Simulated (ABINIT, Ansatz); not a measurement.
# Lattice dynamics of Zr (Zirconium) in two programs, part 3 of 4

Aim: the phonon dispersion of Zr (Zirconium), checked by a second program.

ABINIT 10.8.3; DFT PBE, scalar-relativistic, plane waves, PseudoDojo norm-conserving pseudopotentials.

So far. Step 4 (Ground state): The cell stands at -0.46 GPa: the relaxation ran with a smoothed and higher cutoff, and the difference is a stress of the finite basis. Step 5 (Linear response at Γ): The acoustic modes at Γ come out as far as 3.9 cm⁻¹ from zero, where they should vanish, a small numerical error. The relaxed cell has a = 3.232, c = 5.179 Å (conventional setting).

## 7. Interpolated phonon bands

anaddb transforms the dynamical matrices to force constants and back along the path; points of the mesh come back as solved, but for the sum rule and, in polar crystals, the LO-TO term at Γ; the rest is interpolation.

Contents of anaddb.abi:

```
ddb_filepath "all_DDB"
output_file "anaddb.abo"
outdata_prefix "anaddb"
ifcflag 1
ngqpt 3 3 2
nqshft 1
q1shft 0.0 0.0 0.0
asr 1
chneut 0
dipdip 0
dipquad 0
quadquad 0
enunit 0
eivec 0
nph1l 93
qph1l 
    0.0 0.0 0.0 1.0
    0.05 0.0 0.0 1.0
    0.1 0.0 0.0 1.0
    0.15 0.0 0.0 1.0
    0.2 0.0 0.0 1.0
    0.25 0.0 0.0 1.0
    0.3 0.0 0.0 1.0
    0.35 0.0 0.0 1.0
    0.4 0.0 0.0 1.0
    0.45 0.0 0.0 1.0
    0.5 0.0 0.0 1.0
    0.48333333 0.03333333 0.0 1.0
    0.46666667 0.06666667 0.0 1.0
    0.45 0.1 0.0 1.0
    0.43333333 0.13333333 0.0 1.0
    0.41666667 0.16666667 0.0 1.0
    0.4 0.2 0.0 1.0
    0.38333333 0.23333333 0.0 1.0
    0.36666667 0.26666667 0.0 1.0
    0.35 0.3 0.0 1.0
    0.33333333 0.33333333 0.0 1.0
    0.3 0.3 0.0 1.0
    0.26666667 0.26666667 0.0 1.0
    0.23333333 0.23333333 0.0 1.0
    0.2 0.2 0.0 1.0
    0.16666667 0.16666667 0.0 1.0
    0.13333333 0.13333333 0.0 1.0
    0.1 0.1 0.0 1.0
    0.06666667 0.06666667 0.0 1.0
    0.03333333 0.03333333 0.0 1.0
    0.0 0.0 0.0 1.0
    0.0 0.0 0.05 1.0
    0.0 0.0 0.1 1.0
    0.0 0.0 0.15 1.0
    0.0 0.0 0.2 1.0
    0.0 0.0 0.25 1.0
    0.0 0.0 0.3 1.0
    0.0 0.0 0.35 1.0
    0.0 0.0 0.4 1.0
    0.0 0.0 0.45 1.0
    0.0 0.0 0.5 1.0
    0.05 0.0 0.5 1.0
    0.1 0.0 0.5 1.0
    0.15 0.0 0.5 1.0
    0.2 0.0 0.5 1.0
    0.25 0.0 0.5 1.0
    0.3 0.0 0.5 1.0
    0.35 0.0 0.5 1.0
    0.4 0.0 0.5 1.0
    0.45 0.0 0.5 1.0
    0.5 0.0 0.5 1.0
    0.48333333 0.03333333 0.5 1.0
    0.46666667 0.06666667 0.5 1.0
    0.45 0.1 0.5 1.0
    0.43333333 0.13333333 0.5 1.0
    0.41666667 0.16666667 0.5 1.0
    0.4 0.2 0.5 1.0
    0.38333333 0.23333333 0.5 1.0
    0.36666667 0.26666667 0.5 1.0
    0.35 0.3 0.5 1.0
    0.33333333 0.33333333 0.5 1.0
    0.3 0.3 0.5 1.0
    0.26666667 0.26666667 0.5 1.0
    0.23333333 0.23333333 0.5 1.0
    0.2 0.2 0.5 1.0
    0.16666667 0.16666667 0.5 1.0
    0.13333333 0.13333333 0.5 1.0
    0.1 0.1 0.5 1.0
    0.06666667 0.06666667 0.5 1.0
    0.03333333 0.03333333 0.5 1.0
    0.0 0.0 0.5 1.0
    0.5 0.0 0.5 1.0
    0.5 0.0 0.45 1.0
    0.5 0.0 0.4 1.0
    0.5 0.0 0.35 1.0
    0.5 0.0 0.3 1.0
    0.5 0.0 0.25 1.0
    0.5 0.0 0.2 1.0
    0.5 0.0 0.15 1.0
    0.5 0.0 0.1 1.0
    0.5 0.0 0.05 1.0
    0.5 0.0 0.0 1.0
    0.33333333 0.33333333 0.5 1.0
    0.33333333 0.33333333 0.45 1.0
    0.33333333 0.33333333 0.4 1.0
    0.33333333 0.33333333 0.35 1.0
    0.33333333 0.33333333 0.3 1.0
    0.33333333 0.33333333 0.25 1.0
    0.33333333 0.33333333 0.2 1.0
    0.33333333 0.33333333 0.15 1.0
    0.33333333 0.33333333 0.1 1.0
    0.33333333 0.33333333 0.05 1.0
    0.33333333 0.33333333 0.0 1.0
```

Contents of mrgddb.in:

```
all_DDB
merged
6
dfpt_gammao_DDB
dfpt_qo_DS1_DDB
dfpt_qo_DS2_DDB
dfpt_qo_DS3_DDB
dfpt_qo_DS4_DDB
dfpt_qo_DS5_DDB
```

The run is started by

```bash
$ mrgddb < mrgddb.in > mrgddb.log
$ OMP_NUM_THREADS=1 anaddb anaddb.abi > anaddb.log
```

anaddb.abo, the main output file:

```text
[banners, grids, parts of the stress and lines that vanish by symmetry left out]
-outvars_anaddb: echo values of input variables ----------------------

 Flags :
[...]
Phonon wavevector (reduced coordinates) :  0.00000  0.00000  0.00000
 Phonon energies in Hartree :
[...]
Phonon frequencies in cm-1    :
-  0.000000E+00  0.000000E+00  0.000000E+00  6.862454E+01  6.862454E+01
-  1.528642E+02
[...]
Phonon wavevector (reduced coordinates) :  0.05000  0.00000  0.00000
 Phonon energies in Hartree :
[...]
Phonon frequencies in cm-1    :
-  8.404656E+00  1.157938E+01  2.341519E+01  7.183844E+01  7.404457E+01
-  1.532332E+02
[...]
Phonon wavevector (reduced coordinates) :  0.10000  0.00000  0.00000
 Phonon energies in Hartree :
[...]
Phonon frequencies in cm-1    :
-  1.731309E+01  2.275881E+01  4.686115E+01  8.047430E+01  8.757949E+01
-  1.542212E+02
[...]
Phonon wavevector (reduced coordinates) :  0.15000  0.00000  0.00000
 Phonon energies in Hartree :
[...]
Phonon frequencies in cm-1    :
-  2.705913E+01  3.310096E+01  6.994645E+01  9.243927E+01  1.046288E+02
-  1.555045E+02
[...]
Phonon wavevector (reduced coordinates) :  0.20000  0.00000  0.00000
 Phonon energies in Hartree :
[...]
Phonon frequencies in cm-1    :
-  3.771066E+01  4.222190E+01  9.201662E+01  1.057967E+02  1.220646E+02
-  1.566446E+02
[...]
Phonon wavevector (reduced coordinates) :  0.25000  0.00000  0.00000
 Phonon energies in Hartree :
[...]
Phonon frequencies in cm-1    :
-  4.905447E+01  4.987741E+01  1.123948E+02  1.190994E+02  1.381236E+02
-  1.572022E+02
  Phonon wavevector (reduced coordinates) :  0.30000  0.00000  0.00000
 Phonon energies in Hartree :
[...]
Phonon frequencies in cm-1    :
-  5.597487E+01  6.061805E+01  1.304704E+02  1.312861E+02  1.517632E+02
-  1.568553E+02
  Phonon wavevector (reduced coordinates) :  0.35000  0.00000  0.00000
 Phonon energies in Hartree :
[...]
Phonon frequencies in cm-1    :
-  6.054097E+01  7.168013E+01  1.415590E+02  1.457132E+02  1.555180E+02
-  1.623250E+02
  Phonon wavevector (reduced coordinates) :  0.40000  0.00000  0.00000
 Phonon energies in Hartree :
[...]
Phonon frequencies in cm-1    :
-  6.367358E+01  8.123927E+01  1.493199E+02  1.534731E+02  1.576585E+02
-  1.694081E+02
  Phonon wavevector (reduced coordinates) :  0.45000  0.00000  0.00000
 Phonon energies in Hartree :
[...]
Phonon frequencies in cm-1    :
-  6.549075E+01  8.797256E+01  1.514843E+02  1.541459E+02  1.658243E+02
-  1.728955E+02
  Phonon wavevector (reduced coordinates) :  0.50000  0.00000  0.00000
 Phonon energies in Hartree :
[...]
Phonon frequencies in cm-1    :
-  6.608491E+01  9.044903E+01  1.506295E+02  1.557829E+02  1.691036E+02
-  1.735398E+02
  Phonon wavevector (reduced coordinates) :  0.48333  0.03333  0.00000
 Phonon energies in Hartree :
[...]
Phonon frequencies in cm-1    :
-  6.763421E+01  9.076308E+01  1.502799E+02  1.545590E+02  1.705299E+02
-  1.731371E+02
  Phonon wavevector (reduced coordinates) :  0.46667  0.06667  0.00000
 Phonon energies in Hartree :
[...]
Phonon frequencies in cm-1    :
-  7.202741E+01  9.170779E+01  1.492373E+02  1.518883E+02  1.719384E+02
-  1.737903E+02
  Phonon wavevector (reduced coordinates) :  0.45000  0.10000  0.00000
 Phonon energies in Hartree :
[...]
Phonon frequencies in cm-1    :
-  7.864007E+01  9.328866E+01  1.475208E+02  1.489154E+02  1.699715E+02
-  1.776872E+02
[...]
Phonon wavevector (reduced coordinates) :  0.10000  0.00000  0.50000
 Phonon energies in Hartree :
[...]
Phonon frequencies in cm-1    :
-  5.985788E+01  5.985788E+01  6.486166E+01  6.486166E+01  1.358823E+02
-  1.358823E+02
  Phonon wavevector (reduced coordinates) :  0.15000  0.00000  0.50000
 Phonon energies in Hartree :
[...]
Phonon frequencies in cm-1    :
-  6.925315E+01  6.925315E+01  7.746723E+01  7.746723E+01  1.398508E+02
-  1.398508E+02
  Phonon wavevector (reduced coordinates) :  0.20000  0.00000  0.50000
 Phonon energies in Hartree :
[...]
Phonon frequencies in cm-1    :
-  7.952678E+01  7.952678E+01  8.948446E+01  8.948446E+01  1.455731E+02
-  1.455731E+02
  Phonon wavevector (reduced coordinates) :  0.25000  0.00000  0.50000
 Phonon energies in Hartree :
[...]
Phonon frequencies in cm-1    :
-  8.954818E+01  8.954818E+01  9.935610E+01  9.935610E+01  1.528458E+02
-  1.528458E+02
  Phonon wavevector (reduced coordinates) :  0.30000  0.00000  0.50000
 Phonon energies in Hartree :
[...]
Phonon frequencies in cm-1    :
-  9.855579E+01  9.855579E+01  1.066621E+02  1.066621E+02  1.609073E+02
-  1.609073E+02
  Phonon wavevector (reduced coordinates) :  0.35000  0.00000  0.50000
 Phonon energies in Hartree :
[...]
Phonon frequencies in cm-1    :
-  1.060271E+02  1.060271E+02  1.117088E+02  1.117088E+02  1.686081E+02
-  1.686081E+02
[...]
Phonon wavevector (reduced coordinates) :  0.33333  0.33333  0.05000
 Phonon energies in Hartree :
[...]
Phonon frequencies in cm-1    :
-  1.177867E+02  1.177867E+02  1.381050E+02  1.381050E+02  1.428830E+02
-  1.951772E+02
  Phonon wavevector (reduced coordinates) :  0.33333  0.33333  0.00000
 Phonon energies in Hartree :
[...]
Phonon frequencies in cm-1    :
-  1.203427E+02  1.203427E+02  1.357460E+02  1.357460E+02  1.426131E+02
-  1.955440E+02
-
```

Elapsed: 0.52 s, on 1 thread of Arm Neoverse V1, shared host.

Read from the output:

| Property | Result |
| --- | --- |
| lowest frequency on the path | 0 cm⁻¹ |

Anaddb. The phonon branches at the labelled points (cm⁻¹):

```csv
point,branch 1,branch 2,branch 3,branch 4,branch 5,branch 6
Γ,0,0,0,69,69,153
halfway,49,50,112,119,138,157
M,66,90,151,156,169,174
halfway,96,98,142,144,164,185
K,120,120,136,136,143,196
halfway,58,76,103,144,145,156
Γ,0,0,0,69,69,153
halfway,28,28,64,64,80,151
A,50,50,50,50,133,133
halfway,90,90,99,99,153,153
L,116,116,117,117,180,180
halfway,83,83,149,149,178,178
H,67,67,167,167,173,173
halfway,82,82,119,119,157,157
A,50,50,50,50,133,133
jump to L,116,116,117,117,180,180
halfway,83,105,136,145,173,178
M,66,90,151,156,169,174
jump to H,67,67,167,167,173,173
halfway,91,91,149,159,159,187
K,120,120,136,136,143,196
```

The phonon branches as a text plot (rows in cm⁻¹):

```
    191 |          ****                                        **
    183 |         *    *                  **             *    *
    175 |       **      *                *  ******       *****
    167 |      ****                     *     *** *         ***
    159 |  *****   *   ******          *         * *        **
    151 |**  * ***  * * **   *****    *      *      *      ** **
    143 |     *   ** * *          *  *      *     *  *    **    *
    134 |    *      ***            **      *          *** *     *
    126 |           * *** *       *                      *
    118 |   *        * *                 **        *            *
    110 |           * *  * *           ***               *
    102 |  **      *    *  *     *    **   *        *    **    *
     94 |  **    **    * *  *                              **
     86 | *     * *     * * *         *     *      * *    *   *
     77 |**    *             *       *       *   ** *
     69 |* *  * **       * * ****    *        ***    **    ***
     61 |    ***          *      *  *                 *
     53 |    *              *     **                   **
     45 | * *             **      *
     37 |  **              *   * *
     29 |  *                **
     20 |**                 *   *
     12 |*                   * *
      4 |                     *
         Γ      M    K        Γ   A       L    H       A|L M|H  K
```

All branches are real along the path.

## 8. Sums over the zone

Sums over the zone need many more wavevectors than were solved, so the interpolation is sampled on a dense mesh.

Contents of anaddb.abi:

```
ddb_filepath "all_DDB"
output_file "anaddb.abo"
outdata_prefix "anaddb"
ifcflag 1
ngqpt 3 3 2
nqshft 1
q1shft 0.0 0.0 0.0
asr 1
chneut 0
dipdip 0
dipquad 0
quadquad 0
prtdos 2
ng2qpt 16 16 9
dosdeltae 4.5563e-06
ntemper 11
temperinc 100.0
tempermin 0.0
```

The run is started by

```bash
$ OMP_NUM_THREADS=1 anaddb anaddb.abi > anaddb.log
```

anaddb.abo, the main output file:

```text
-outvars_anaddb: echo values of input variables ----------------------

 Flags :
     ifcflag         1
 Miscellaneous information :
         asr         1
      chneut         0
 Interatomic Force Constants Inputs :
      dipdip         0
     dipquad         0
    quadquad         0
      ifcana         0
      ifcout         0
 Description of grid 1 :
        brav         1
       ngqpt         3         3         2
      nqshft         1
      q1shft
                     0.00000000E+00  0.00000000E+00  0.00000000E+00
 Phonon DOS information :
   dosdeltae  4.55630000E-06
    dossmear  4.55633525E-06
 Description of grid 2 (Fourier interp. or BZ sampling):
      ng2qpt        16        16         9
      ngrids         4
      q2shft         0.00000000E+00  0.00000000E+00  0.00000000E+00

================================================================================

 read the DDB information and perform some checks

  ==== Info on the Cryst% object ====
 Real(R)+Recip(G) space primitive vectors, cartesian coordinates (Bohr,Bohr^-1):
 R(1)=  6.1083540  0.0000000  0.0000000  G(1)=  0.1637102  0.0945181  0.0000000
 R(2)= -3.0541770  5.2899898  0.0000000  G(2)=  0.0000000  0.1890363  0.0000000
 R(3)=  0.0000000  0.0000000  9.7863608  G(3)=  0.0000000  0.0000000  0.1021830
 Unit cell volume ucvol=  3.1622795E+02 bohr^3
 Angles (23,13,12)=  9.00000000E+01  9.00000000E+01  1.20000000E+02 degrees
 Time-reversal symmetry is present
 Reduced atomic positions [iatom, xred, symbol]:
    1)    0.3333333  0.6666667  0.2500000  Zr
    2)    0.6666667  0.3333333  0.7500000  Zr

 DDB file with 6 blocks has been read.

================================================================================

 Calculation of the interatomic forces

       Homogeneous q point set in the B.Z.
 Grid q points  :       18
  1)   0.00000000E+00  0.00000000E+00  0.00000000E+00
  2)   3.33333333E-01  0.00000000E+00  0.00000000E+00
  3)  -3.33333333E-01  0.00000000E+00  0.00000000E+00
  4)   0.00000000E+00  3.33333333E-01  0.00000000E+00
  5)   3.33333333E-01  3.33333333E-01  0.00000000E+00
  6)  -3.33333333E-01  3.33333333E-01  0.00000000E+00
  7)   0.00000000E+00 -3.33333333E-01  0.00000000E+00
  8)   3.33333333E-01 -3.33333333E-01  0.00000000E+00
  9)  -3.33333333E-01 -3.33333333E-01  0.00000000E+00
 10)   0.00000000E+00  0.00000000E+00  5.00000000E-01
 11)   3.33333333E-01  0.00000000E+00  5.00000000E-01
 12)  -3.33333333E-01  0.00000000E+00  5.00000000E-01
 13)   0.00000000E+00  3.33333333E-01  5.00000000E-01
 14)   3.33333333E-01  3.33333333E-01  5.00000000E-01
 15)  -3.33333333E-01  3.33333333E-01  5.00000000E-01
 16)   0.00000000E+00 -3.33333333E-01  5.00000000E-01
 17)   3.33333333E-01 -3.33333333E-01  5.00000000E-01
 18)  -3.33333333E-01 -3.33333333E-01  5.00000000E-01

 The interatomic forces have been obtained

================================================================================

 Calculation of phonon density of states

 Average speed of sound partial sums:     0.1176002571E-02 (at units)
-                                   =           2.5727 [km/s]

 Debye frequency from partial sums:     0.6728090797E-03 (Ha)
-                                 =     0.4426871083E+01 (THz)
-Debye temperature from partial sums:     0.2124563038E+03 (K)

 Average speed of sound:     0.9781273736E-03 (at units)
-                      =           2.1398 [km/s]

 Debye frequency from DOS:     0.5596016493E-03 (Ha)
-                        =     0.3682001974E+01 (THz)
-Debye temperature from DOS:     0.1767082247E+03 (K)

-
```

The job ended after 0.59 s (1 thread).

Read from the output:

| Property | Result |
| --- | --- |
| share of modes beyond 3i cm⁻¹ on the dense interpolated mesh | 0 |
| zero-point energy per atom | 22.59 meV |
| heat capacity at 300 K | 24.18 J/(mol atoms K) |
| vibrational entropy at 300 K | 40.38 J/(mol atoms K) |

The phonon density of states has structure finer than the step of the table below, so its rows give means over 10 cm⁻¹, whole bins alone (the curve runs from -30 to 226 cm⁻¹). Peaks (cm⁻¹: height): 77.0: 0.0715, 130.0: 0.0511, 157.0: 0.0749.

Tetrahedra. Phonon density of states against wavenumber; means over each step:

```csv
wavenumber (cm⁻¹),phonon density of states (1/cm⁻¹/cell)
-10,0
0,1.3e-5
10,3.7e-4
20,0.00147
30,0.00357
40,0.00688
50,0.0114
60,0.0187
70,0.0363
80,0.0610
90,0.0471
100,0.0403
110,0.0332
120,0.0332
130,0.0477
140,0.0446
150,0.0559
160,0.0612
170,0.0579
180,0.0331
190,0.00474
200,0
```

Harmonic thermodynamic functions per atom, summed over the density of states scaled to three modes an atom; melting is ignored. Thermodynamic functions:

```csv
T (K),F_vib (meV/atom),S (J/mol-atom/K),C_V (J/mol-atom/K)
0,22.59,0,0
50,21.79,5.225,10.54
100,16.31,15.76,19.23
200,-8.44,30.74,23.28
300,-45.6,40.38,24.18
400,-91.25,47.39,24.51
500,-143.3,52.88,24.66
600,-200.5,57.38,24.75
700,-262,61.2,24.8
800,-327.2,64.52,24.83
900,-395.6,67.44,24.86
1000,-466.9,70.06,24.87
```

At 300 K the heat capacity has reached 97 % of the Dulong-Petit value.

[end of part 3 of 4]

[Host names and launcher messages were left out of these logs when they were recorded.]

[Logs are printed without paths, hosts, clocks, repeated set-up lines and the standing remarks that a program may print on its own settings, such as how far it seeks lower states.]

[Hosts, paths, dates, database ids (printed as entryN), source tags and the programs' standing remarks are cut or masked in the printed files.]
